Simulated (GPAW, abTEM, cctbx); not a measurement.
# RbGeF3: the scripts behind a bonding study

Short scripts, each with its output. The start was made by putting kin elements into a known structure type; the compound need not exist, or be stable, in this form.

## 1. Build the all-electron density and subtract free atoms

```text
cell
1.0
     4.439591950    0.000000000    0.000000000
     0.000000000    4.439591950    0.000000000
     0.000000000    0.000000000    4.439591950
Rb Ge F
1 1 3
Direct
0.000000000 0.000000000 0.000000000
0.500000000 0.500000000 0.500000000
0.500000000 0.500000000 0.000000000
0.500000000 0.000000000 0.500000000
0.000000000 0.500000000 0.500000000
```

```python
import numpy as np
from ase.io import read
from ase.units import Bohr
from gpaw import GPAW, PW, FermiDirac
from gpaw.calculator import GPAW as OldGPAW
from gpaw.mpi import serial_comm, world
from scipy.special import erfc
from scipy.spatial import cKDTree

atoms = read("cell.vasp")
atoms.calc = GPAW(mode=PW(550), xc="PBE", kpts={"size": (4, 4, 4), "gamma": True},
                 occupations=FermiDirac(0.05), maxiter=120, symmetry={"tolerance": 1e-5}, txt="scf.txt")
atoms.get_potential_energy()
rho = atoms.calc.get_all_electron_density(gridrefinement=2)
moments = atoms.get_magnetic_moments() if atoms.calc.get_number_of_spins() == 2 else np.zeros(len(atoms))
total = atoms.get_magnetic_moment() if moments.any() else 0.0
if world.rank == 0:
    free = OldGPAW(mode=PW(550), xc="PBE", txt=None, communicator=serial_comm)
    neutral = atoms.copy()
    neutral.set_initial_magnetic_moments(None)
    free.initialize(neutral)
    free.set_positions(neutral)
    drho = rho - free.get_all_electron_density(gridrefinement=2)
    # GPAW starts from confined atoms: exchange their smooth part for that of the datasets' free atoms
    h = np.stack(np.meshgrid(*[np.fft.fftfreq(n, 1 / n) for n in drho.shape], indexing="ij"), -1)
    gabs = np.linalg.norm(h @ atoms.cell.reciprocal(), axis=-1)
    tails = np.fft.fftn(free.get_pseudo_density(gridrefinement=2))
    g, form, v0 = np.linspace(0, gabs.max(), 1500), {}, 0
    for e in set(atoms.symbols):
        idx = atoms.symbols.search(e)
        d = free.setups[idx[0]].data
        r, w = d.rgd.r_g * Bohr, d.rgd.r_g**2 * d.rgd.dr_g
        j0 = np.sinc(2 * g[:, None] * r)
        smooth = sum(f * p**2 for f, p in zip(d.f_j, d.phit_jg)) + np.sqrt(4 * np.pi) * d.nct_g
        full = sum(f * p**2 for f, p in zip(d.f_j, d.phi_jg)) + np.sqrt(4 * np.pi) * d.nc_g
        phase = sum(np.exp(-2j * np.pi * h @ s) for s in atoms.get_scaled_positions()[idx])
        tails -= np.interp(gabs, g, j0 @ (smooth * w)) * phase * drho.size / atoms.get_volume()
        form[e] = j0 @ (full * w)
        v0 += 2 * np.pi / 3 * 14.3996 * (full * w * r**2).sum() * len(idx)  # V A^3
    tails *= 0.5 * erfc((gabs - 1.8) / 0.25)  # the tails differ at long wavelengths alone
    drho += np.fft.ifftn(tails).real  # crystal minus superposed spherical free atoms
    np.save("drho.npy", drho)
    dv = atoms.get_volume() / drho.size
    print("grid", drho.shape, " electrons %.3f" % (rho.sum() * dv), " moved by bonding %.3f e" % (abs(drho).sum() * dv / 2))
    pts = np.indices(drho.shape).reshape(3, -1).T / drho.shape @ atoms.cell
    shifts = (np.indices((3, 3, 3)).reshape(3, -1).T - 1) @ atoms.cell
    images = (atoms.positions[None] + shifts[:, None]).reshape(-1, 3)
    dist, idx = cKDTree(images).query(pts, k=4)
    out = drho.ravel()[dist[:, 0] > 0.5]
    print("deformation density beyond 0.5 A of the nuclei: max %.3f, min %.3f e/A^3" % (out.max(), out.min()))
    tie = dist < dist[:, :1] + 1e-4
    q = -np.bincount((idx % len(atoms))[tie], (drho.ravel()[:, None] / tie.sum(1, keepdims=True) * tie)[tie], len(atoms)) * dv
    print("atom        x       y       z   Voronoi charge  moment")
    for a, s, c, m in zip(atoms, atoms.get_scaled_positions(), q, moments):
        print("%-2s%-3d %7.4f %7.4f %7.4f %10.3f %10.2f" % (a.symbol, a.index + 1, *s, c, m))
    np.savez("free.npz", g=g, **form)
    print("mean inner potential of superposed free atoms %.3f V" % (v0 / atoms.get_volume()))
    print("total magnetic moment %.3f muB" % total)
```

```console
$ OMP_NUM_THREADS=1 mpirun -n 4 gpaw python run.py > gpaw.log
```

```text
grid (50, 50, 50)  electrons 96.000  moved by bonding 0.989 e
deformation density beyond 0.5 A of the nuclei: max 0.147, min -0.053 e/A^3
atom        x       y       z   Voronoi charge  moment
Rb1    0.0000  0.0000  0.0000      0.197       0.00
Ge2    0.5000  0.5000  0.5000      0.358       0.00
F 3    0.5000  0.5000  0.0000     -0.185       0.00
F 4    0.5000  0.0000  0.5000     -0.185       0.00
F 5    0.0000  0.5000  0.5000     -0.185       0.00
mean inner potential of superposed free atoms 13.252 V
total magnetic moment 0.000 muB
```

Time: 7.7 s on 4 cores of Intel(R) Xeon(R) Platinum 8375C CPU @ 2.90GHz (Ice Lake) (shared host), peak memory 0.67 GiB.

## 2. Fourier-transform the difference

```python
from cctbx import adptbx, crystal, miller, xray
from cctbx.eltbx import tiny_pse
import numpy as np

cs = crystal.symmetry(unit_cell=(4.4396, 4.4396, 4.4396, 90, 90, 90), space_group_symbol='Hall: -P 4 2 3')  # Pm-3m
atoms = [  # label, site, U (iso, or U11 U22 U33 U12 U13 U23 in A^2), occupancy
    ("Rb1", (0, 0, 0), 0.0000, 1),
    ("Ge1", (0.5, 0.5, 0.5), 0.0000, 1),
    ("F1", (0.5, 0.5, 0), 0.0000, 1),
]
xs = xray.structure(crystal_symmetry=cs)
for label, site, u, occ in atoms:
    u = adptbx.u_cif_as_u_star(cs.unit_cell(), u) if isinstance(u, tuple) else u
    xs.add_scatterer(xray.scatterer(label, site=site, u=u, occupancy=occ))
xs.scattering_type_registry(table="wk1995")
drho = np.load("drho.npy")
T = np.array([[1, 0, 0], [0, 1, 0], [0, 0, 1]])  # conventional axes in terms of the primitive ones
dF = np.fft.ifftn(drho) * 87.50425  # electrons a conventional cell, indexed by primitive hkl
ms = miller.build_set(cs, anomalous_flag=False, d_min=0.9).sort("resolution")
iam = ms.structure_factors_from_scatterers(xs, algorithm="direct").f_calc()
p1 = xs.expand_to_p1()
z = np.array([tiny_pse.table(sc.scattering_type).atomic_number() for sc in p1.scatterers()])
x = np.array(p1.sites_frac())
free = np.load("free.npz")
print("static structure factors of the conventional cell: F in electrons, V (Mott-Bethe) in volts")
print("   h  k  l      d  |F| table  |F| free   |F| DFT   change   |V| free  |V| DFT  change %")
for h, d, table in list(zip(ms.indices(), ms.d_spacings().data(), iam.data()))[:16]:
    df = dF[tuple(np.rint(np.linalg.solve(T, h)).astype(int))]
    phase = np.exp(2j * np.pi * x @ h)
    f = sum(np.interp(1 / d, free["g"], free[sc.scattering_type]) * p for sc, p in zip(p1.scatterers(), phase))
    fz = (z * phase).sum()
    c = 14.3996 * d * d / (np.pi * cs.unit_cell().volume())
    v0, v1 = abs(fz - f) * c, abs(fz - f - df) * c
    print("%4d%3d%3d %7.4f %9.3f %9.3f %9.3f %8.3f %9.3f %8.3f %8s" % (h + (d, abs(table), abs(f), abs(f + df), abs(f + df) - abs(f), v0, v1, "%.1f" % (100 * (v1 / v0 - 1)) if v0 > 0.02 else "-")))
```

```console
$ python run.py
```

```text
static structure factors of the conventional cell: F in electrons, V (Mott-Bethe) in volts
   h  k  l      d  |F| table  |F| free   |F| DFT   change   |V| free  |V| DFT  change %
   0  1  0  4.4396     3.807     3.760     3.855    0.095     0.248    0.150    -39.6
   0  1  1  3.1393    50.967    51.040    50.714   -0.326     4.625    4.794      3.6
   1  1  1  2.5632    24.237    24.099    24.787    0.688     2.719    2.482     -8.7
   0  2  0  2.2198    71.690    71.543    72.108    0.565     6.312    6.167     -2.3
   0  2  1  1.9854     2.493     2.392     2.566    0.174     0.332    0.296    -10.8
   1  2  1  1.8125    43.598    43.565    43.549   -0.015     2.828    2.831      0.1
   0  2  2  1.5696    60.390    60.251    60.365    0.114     4.614    4.599     -0.3
   1  2  2  1.4799     1.625     1.533     1.576    0.042     0.283    0.278     -1.7
   0  3  0  1.4799     1.625     1.533     1.594    0.061     0.283    0.276     -2.5
   0  3  1  1.4039    39.333    39.264    39.275    0.010     2.141    2.140     -0.1
   1  3  1  1.3386    15.050    15.094    15.071   -0.023     1.587    1.589      0.1
   2  2  2  1.2816    53.147    53.067    53.046   -0.022     3.694    3.696      0.1
   0  3  2  1.2313     0.784     0.742     0.739   -0.003     0.259    0.259      0.1
   1  3  2  1.1865    36.214    36.137    36.134   -0.003     1.760    1.760      0.0
   0  4  0  1.1099    47.959    47.914    47.904   -0.010     3.103    3.103      0.0
   2  3  2  1.0768     0.087     0.076     0.053   -0.023     0.238    0.240      0.6
```

Time: 0.32 s on 1 core of Intel(R) Xeon(R) Platinum 8375C CPU @ 2.90GHz (Ice Lake) (shared host), peak memory 0.08 GiB.

## 3. Propagate a plane wave with and without the bonding term

```python
import abtem
import numpy as np
from ase.build import make_supercell
from ase.io import read

abtem.config.set({"dask.lazy": False, "fft": "fftw", "diagnostics.progress_bar": False})
M = [[0, 0, 1], [1, -1, 0], [1, 1, 0]]  # rows: x, y and beam direction in the primitive cell's axes
unit = make_supercell(read("cell.vasp"), M)
unit.set_cell(list(unit.cell.lengths()) + [90, 90, 90], scale_atoms=True)
unit.positions[:, 2] += 0.7848  # keeps atomic planes off the slice boundaries
unit.wrap()
slab = unit * (2, 2, 96)
print(slab.get_chemical_formula(), "| box %.2f x %.2f x %.2f A" % tuple(slab.cell.lengths()))

# change of the potential by bonding, from the DFT deformation density (Poisson's equation term by term)
drho = np.load("drho.npy")
prim = read("cell.vasp")
h = np.stack(np.meshgrid(*[np.fft.fftfreq(n, 1 / n) for n in drho.shape], indexing="ij"), -1).reshape(-1, 3).astype(int)
g2 = ((h @ prim.cell.reciprocal()) ** 2).sum(1)
keep = (g2 > 0) & (g2 < 2.5**2)
shape = (127, 180, 36)
vg = np.zeros(shape, complex)
hm = h[keep] @ np.array(M).T
move = np.exp(-2j * np.pi * hm[:, 2] * (0.7848 / unit.cell[2, 2] - 0.5 / shape[2]))  # the same shift, sampled at mid-points
vg[tuple(hm.T % np.array(shape)[:, None])] = -14.3996 / np.pi * (np.fft.fftn(drho).ravel() / drho.size)[keep] / g2[keep] * move
dV = np.fft.ifftn(vg).real * vg.size
dV = dV.reshape(127, 180, 4, 9).mean(3) * unit.cell[2, 2] / 4  # V A, projected in each slice
dV = np.tile(dV.transpose(2, 0, 1), (96, 2, 2))


def build(atoms):
    p = abtem.Potential(atoms, gpts=(254, 360), slice_thickness=[slab.cell[2, 2] / 384] * 384,
                        parametrization="lobato", projection="infinite", exit_planes=32).build()
    p.array[:] += BONDING * dV
    return p


sigmas = {'Rb': 0.083, 'Ge': 0.085, 'F': 0.103}  # r.m.s. displacement along each axis, A
u = np.array([sigmas[s] for s in slab.symbols])[:, None]
rng = np.random.default_rng(817)


def potentials():
    for _ in range(3):  # frozen phonons, one configuration at a time
        atoms = slab.copy()
        atoms.positions += u * rng.standard_normal((len(atoms), 3))
        atoms.wrap()
        yield build(atoms)


for label, BONDING in (("IAM", 0.0), ("DFT", 1.0)):
    print("=====", label)
    rng = np.random.default_rng(817)  # the same displacements for both
    potential = build(slab)
    print("grid", potential.gpts, "slices", potential.num_slices)
    thickness = potential.exit_thicknesses
    wave = abtem.PlaneWave(energy=200000)
    dp = np.mean([wave.multislice(p).diffraction_patterns(max_angle="valid").array for p in potentials()], axis=0)
    hkl = [(0, 0, 0), (0, 0, 1), (1, -1, 0), (1, -1, 1), (0, 0, 2), (1, -1, 2), (2, -2, 0)]
    nx, ny = dp.shape[-2:]
    print("intensity of each beam, fraction of the incident wave")
    print("  t (A)" + "".join("%9s" % " ".join(map(str, h)) for h in hkl) + "  diffuse    total")
    grid = np.zeros((nx, ny), bool)
    grid[nx // 2 % 2::2, ny // 2 % 2::2] = True
    for t, a in list(zip(thickness, dp))[1:]:
        idx = [np.rint(np.array(M) @ np.linalg.solve([[1, 0, 0], [0, 1, 0], [0, 0, 1]], h)).astype(int) for h in hkl]
        print("%7.1f" % t + "".join("%9.5f" % a[nx // 2 + i[0] * 2, ny // 2 + i[1] * 2] for i in idx) + "%9.4f%9.4f" % (a[~grid].sum(), a.sum()))
```

```console
$ python run.py
```

```text
F2304Ge768Rb768 | box 8.88 x 12.56 x 602.74 A
===== IAM
grid (254, 360) slices 384
intensity of each beam, fraction of the incident wave
  t (A)    0 0 0    0 0 1   1 -1 0   1 -1 1    0 0 2   1 -1 2   2 -2 0  diffuse    total
   50.2  0.66164  0.00581  0.01944  0.00515  0.03821  0.00881  0.01683   0.0283   0.9988
  100.5  0.29862  0.07275  0.03521  0.00202  0.06736  0.01796  0.01473   0.0859   0.9962
  150.7  0.18442  0.17209  0.02413  0.00597  0.06081  0.00980  0.00232   0.1320   0.9944
  200.9  0.08412  0.14950  0.02130  0.03189  0.05801  0.00606  0.00639   0.1621   0.9930
  251.1  0.09162  0.09664  0.03244  0.04542  0.02365  0.00366  0.01910   0.2058   0.9910
  301.4  0.18256  0.09054  0.02521  0.04753  0.00327  0.00160  0.00792   0.2300   0.9897
  351.6  0.16676  0.06997  0.00786  0.05674  0.00485  0.00792  0.00646   0.2496   0.9888
  401.8  0.13176  0.06864  0.01839  0.05016  0.01618  0.01179  0.00346   0.2753   0.9873
  452.1  0.16823  0.09164  0.04314  0.01740  0.01834  0.00981  0.00172   0.2939   0.9861
  502.3  0.21565  0.06904  0.07105  0.00214  0.01508  0.00400  0.00414   0.3070   0.9852
  552.5  0.29451  0.02610  0.06838  0.00091  0.00793  0.00338  0.00589   0.3185   0.9842
  602.7  0.38532  0.01208  0.03820  0.00144  0.00140  0.00772  0.00247   0.3302   0.9832
===== DFT
grid (254, 360) slices 384
intensity of each beam, fraction of the incident wave
  t (A)    0 0 0    0 0 1   1 -1 0   1 -1 1    0 0 2   1 -1 2   2 -2 0  diffuse    total
   50.2  0.66626  0.00505  0.02111  0.00435  0.03678  0.00930  0.01668   0.0282   0.9988
  100.5  0.30679  0.06537  0.04010  0.00148  0.06488  0.02077  0.01403   0.0856   0.9963
  150.7  0.20396  0.15517  0.03042  0.00694  0.05465  0.01265  0.00150   0.1328   0.9943
  200.9  0.11104  0.13029  0.02844  0.03387  0.05103  0.00777  0.00528   0.1629   0.9930
  251.1  0.09425  0.08094  0.04249  0.04712  0.02206  0.00486  0.01814   0.2067   0.9909
  301.4  0.15932  0.08823  0.03461  0.04852  0.00438  0.00169  0.00836   0.2318   0.9895
  351.6  0.12781  0.08578  0.00787  0.05812  0.00801  0.00579  0.00777   0.2510   0.9887
  401.8  0.07213  0.09549  0.00831  0.05567  0.02342  0.00858  0.00418   0.2751   0.9873
  452.1  0.10243  0.12509  0.02409  0.02477  0.02569  0.00730  0.00265   0.2932   0.9862
  502.3  0.16746  0.10221  0.04627  0.00852  0.01836  0.00346  0.00574   0.3046   0.9854
  552.5  0.26411  0.04514  0.05344  0.00692  0.00919  0.00126  0.00721   0.3155   0.9844
  602.7  0.37285  0.01598  0.04205  0.00512  0.00258  0.00395  0.00260   0.3268   0.9835
```

Time: 52 s.

## 4. Rock the beam across one reflection

```python
import abtem
import numpy as np
from ase.build import make_supercell
from ase.io import read

abtem.config.set({"dask.lazy": False, "fft": "fftw", "diagnostics.progress_bar": False})
M = [[0, 0, 1], [1, -1, 0], [1, 1, 0]]  # rows: x, y and beam direction in the primitive cell's axes
unit = make_supercell(read("cell.vasp"), M)
unit.set_cell(list(unit.cell.lengths()) + [90, 90, 90], scale_atoms=True)
unit.positions[:, 2] += 0.7848  # keeps atomic planes off the slice boundaries
unit.wrap()
slab = unit * (1, 1, 144)
print(slab.get_chemical_formula(), "| box %.2f x %.2f x %.2f A" % tuple(slab.cell.lengths()))

# change of the potential by bonding, from the DFT deformation density (Poisson's equation term by term)
drho = np.load("drho.npy")
prim = read("cell.vasp")
h = np.stack(np.meshgrid(*[np.fft.fftfreq(n, 1 / n) for n in drho.shape], indexing="ij"), -1).reshape(-1, 3).astype(int)
g2 = ((h @ prim.cell.reciprocal()) ** 2).sum(1)
keep = (g2 > 0) & (g2 < 2.5**2)
shape = (99, 140, 36)
vg = np.zeros(shape, complex)
hm = h[keep] @ np.array(M).T
move = np.exp(-2j * np.pi * hm[:, 2] * (0.7848 / unit.cell[2, 2] - 0.5 / shape[2]))  # the same shift, sampled at mid-points
vg[tuple(hm.T % np.array(shape)[:, None])] = -14.3996 / np.pi * (np.fft.fftn(drho).ravel() / drho.size)[keep] / g2[keep] * move
dV = np.fft.ifftn(vg).real * vg.size
dV = dV.reshape(99, 140, 4, 9).mean(3) * unit.cell[2, 2] / 4  # V A, projected in each slice
dV = np.tile(dV.transpose(2, 0, 1), (144, 1, 1))


def build(atoms):
    p = abtem.Potential(atoms, gpts=(99, 140), slice_thickness=[slab.cell[2, 2] / 576] * 576,
                        parametrization="lobato", projection="infinite", exit_planes=144).build()
    p.array[:] += BONDING * dV
    return p


def potentials():
    yield build(slab)  # atoms at rest


for label, BONDING in (("IAM", 0.0), ("DFT", 1.0)):
    print("=====", label)
    potential = build(slab)
    print("grid", potential.gpts, "slices", potential.num_slices)
    thickness = potential.exit_thicknesses
    h = np.array(M) @ np.linalg.solve(np.array([[1, 0, 0], [0, 1, 0], [0, 0, 1]]), [1, -1, 0])
    ix, iy = round(h[0]) * 1, round(h[1]) * 1
    gxy = h[:2] / unit.cell.lengths()[:2]
    along = gxy / np.hypot(*gxy)
    across = np.array([-along[1], along[0]])
    bragg = 500 * abtem.PlaneWave(energy=200000).wavelength * np.hypot(*gxy)
    print("Bragg angle %.3f mrad; beam tilted 37 mrad off the zone axis across the row" % bragg)
    print("dark-field intensity of 1 -1 0 against tilt along the row, in Bragg angles")
    print("  t (A)" + "".join("%8.2f" % s for s in [0.2, 0.4, 0.6, 0.8, 1.0, 1.2, 1.4, 1.6, 1.8, 2.0, 2.2, 2.4, 2.6]))
    rows = []
    row = [(n * ix, n * iy) for n in range(-8, 9)]
    for s in [0.2, 0.4, 0.6, 0.8, 1.0, 1.2, 1.4, 1.6, 1.8, 2.0, 2.2, 2.4, 2.6]:
        tilt = -s * bragg * along + 37 * across
        dp = abtem.PlaneWave(energy=200000, tilt=tuple(tilt)).multislice(potential).diffraction_patterns(max_angle="valid").array
        rows.append(dp[:, dp.shape[1] // 2 + ix, dp.shape[2] // 2 + iy])
        if s == 1.0:
            cx, cy = dp.shape[1] // 2, dp.shape[2] // 2
            share = sum(dp[:, cx + i, cy + j] for i, j in row if abs(i) < cx and abs(j) < cy) / dp.sum(axis=(1, 2))
            total = dp.sum(axis=(1, 2))
    for t, a in list(zip(thickness, np.array(rows).T))[1:]:
        print("%7.1f" % t + "".join("%8.4f" % v for v in a))
    print("at the Bragg tilt, share in the row:", share[1:].round(3).tolist(), "total:", total[1:].round(3).tolist())
```

```console
$ python run.py
```

```text
F864Ge288Rb288 | box 4.44 x 6.28 x 904.11 A
===== IAM
grid (99, 140) slices 576
Bragg angle 3.994 mrad; beam tilted 37 mrad off the zone axis across the row
dark-field intensity of 1 -1 0 against tilt along the row, in Bragg angles
  t (A)    0.20    0.40    0.60    0.80    1.00    1.20    1.40    1.60    1.80    2.00    2.20    2.40    2.60
  226.0  0.1305  0.1530  0.1684  0.1782  0.1821  0.1796  0.1707  0.1554  0.1331  0.1058  0.0757  0.0486  0.0281
  452.1  0.0617  0.1050  0.0981  0.1104  0.1350  0.1144  0.1031  0.1095  0.0650  0.0212  0.0046  0.0006  0.0135
  678.1  0.0856  0.0786  0.0883  0.0760  0.0986  0.0749  0.0888  0.0792  0.0836  0.0440  0.0079  0.0112  0.0314
  904.1  0.0789  0.1300  0.1801  0.3065  0.4500  0.3093  0.1787  0.1298  0.0781  0.0151  0.0242  0.0533  0.0107
at the Bragg tilt, share in the row: [0.5590000152587891, 0.4449999928474426, 0.5210000276565552, 0.628000020980835] total: [0.9959999918937683, 0.9929999709129333, 0.9909999966621399, 0.9890000224113464]
===== DFT
grid (99, 140) slices 576
Bragg angle 3.994 mrad; beam tilted 37 mrad off the zone axis across the row
dark-field intensity of 1 -1 0 against tilt along the row, in Bragg angles
  t (A)    0.20    0.40    0.60    0.80    1.00    1.20    1.40    1.60    1.80    2.00    2.20    2.40    2.60
  226.0  0.1411  0.1656  0.1826  0.1934  0.1977  0.1949  0.1849  0.1680  0.1436  0.1141  0.0817  0.0527  0.0307
  452.1  0.0649  0.1114  0.1011  0.1079  0.1311  0.1116  0.1056  0.1155  0.0677  0.0210  0.0046  0.0007  0.0146
  678.1  0.1124  0.1052  0.1162  0.1003  0.1285  0.0987  0.1163  0.1056  0.1101  0.0568  0.0108  0.0137  0.0364
  904.1  0.0798  0.1425  0.2006  0.3474  0.4854  0.3500  0.1987  0.1420  0.0790  0.0133  0.0253  0.0552  0.0115
at the Bragg tilt, share in the row: [0.5600000023841858, 0.4440000057220459, 0.5260000228881836, 0.628000020980835] total: [0.9959999918937683, 0.9929999709129333, 0.9909999966621399, 0.9890000224113464]
```

Time: 22 s.

[Outputs are excerpts: Python notices, other lines and further rows are left out; steps that failed or that the build refused (PBEsol, TPSS) are not shown.]

[Logs are printed without paths, hosts, clocks, repeated set-up lines and the standing remarks that a program may print on its own settings, such as how far it seeks lower states.]
